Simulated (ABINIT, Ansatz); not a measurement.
Planning a run of ABINIT 10.8.3 on K2MgH4 (I4/mmm). The input:

```
acell 3*1.0 Angstrom
rprim 
  -2.018050000000 2.018050000000 6.796050000000
  2.018050000000 -2.018050000000 6.796050000000
  2.018050000000 2.018050000000 -6.796050000000
ntypat 3
znucl 19 12 1
natom 7
typat 1 1 2 3 3 3 3
xred 
  0.351300000000 0.351300000000 0.000000000000
  0.648700000000 0.648700000000 0.000000000000
  0.000000000000 0.000000000000 0.000000000000
  0.147200000000 0.147200000000 0.000000000000
  0.852800000000 0.852800000000 0.000000000000
  0.500000000000 0.000000000000 0.500000000000
  0.000000000000 0.500000000000 0.500000000000
pp_dirpath "pseudos"
pseudos "K.upf, Mg.upf, H.upf"
ecut 38
ngkpt 4 4 4
nshiftk 1
shiftk 0 0 0
kptopt 1
chksymbreak 0
istwfk *1
occopt 1
irdwfk 1
optdriver 3
nband 47
ecuteps 2.8
inclvkb 2
awtr 1
symchi 1
indata_prefix "in"
outdata_prefix "out"
tmpdata_prefix "tmp"
```

```sh
OMP_NUM_THREADS=1 mpirun -n 4 abinit run.abi > log
```

**Question.** Estimate wall time and host memory on 4 MPI ranks of Arm Neoverse V1, shared host.

It took 6.4 min; on shared hardware allow 3.2 min to 13 min. Peak host memory was 8.2 GiB.

[Paths, hosts, dates, memory and timing lines, banners, echoed tables and standing remarks are left out of the program output.]

[Logs are printed without paths, hosts, clocks, repeated set-up lines and the standing remarks that a program may print on its own settings, such as how far it seeks lower states.]

[Runs of the session that timed out or met a known fault of the program may be left out.]

[Hosts, paths, dates, database ids (printed as entryN), source tags and the programs' standing remarks are cut or masked in the printed files.]

[G0W0 gaps are taken among the corrected bands and points alone; a level outside them can change the order at an edge.]

[Where Ansatz stands beside ABINIT at settings called matched, ABINIT's density can come from a denser mesh and the files from another edition; pairs whose starting gaps differed by over 0.03 eV were left out, so agreement reads better than it is.]
